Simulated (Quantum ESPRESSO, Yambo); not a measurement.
An input for Quantum ESPRESSO 7.5 (Al2O3 (Corundum)):

```
&control
  calculation = 'scf'
  prefix = 'x'
  outdir = 'o'
  pseudo_dir = 'pseudo'
  tprnfor = .true.
  tstress = .true.
/
&system
  ibrav = 0
  nat = 10
  ntyp = 2
  ecutwfc = 72.0
  nbnd = 33
  force_symmorphic = .true.
/
&electrons
  conv_thr = 1e-10
  electron_maxstep = 80
  mixing_beta = 0.5
/
ATOMIC_SPECIES
  Al 26.982 Al.upf
  O 15.999 O.upf
CELL_PARAMETERS angstrom
  2.3802500000 1.3742379782 4.3318666667
  -2.3802500000 1.3742379782 4.3318666667
  -0.0000000000 -2.7484759565 4.3318666667
ATOMIC_POSITIONS crystal
  Al 0.3521600000 0.3521600000 0.3521600000
  Al 0.1478400000 0.1478400000 0.1478400000
  Al 0.6478400000 0.6478400000 0.6478400000
  Al 0.8521600000 0.8521600000 0.8521600000
  O 0.5566800000 0.9433200000 0.2500000000
  O 0.2500000000 0.5566800000 0.9433200000
  O 0.9433200000 0.2500000000 0.5566800000
  O 0.4433200000 0.0566800000 0.7500000000
  O 0.7500000000 0.4433200000 0.0566800000
  O 0.0566800000 0.7500000000 0.4433200000
K_POINTS automatic
  6 6 6 0 0 0
```

```sh
OMP_NUM_THREADS=1 mpirun -n 8 pw.x -nk 8 -in pw.in > pw.out
```

How long will it take on 8 MPI ranks of Arm Neoverse V2, shared host, and how much memory?

It took 31 s; on shared hardware allow 16 s to 62 s. Peak host memory was 0.89 GiB.

[Paths, hosts, dates, memory and timing lines, banners, echoed tables and standing remarks are left out of the program output.]

[Logs are printed without paths, hosts, clocks, repeated set-up lines and the standing remarks that a program may print on its own settings, such as how far it seeks lower states.]

[Runs of the session that timed out or met a known fault of the program may be left out.]

[Hosts, paths, dates, database ids (printed as entryN), source tags and the programs' standing remarks are cut or masked in the printed files.]
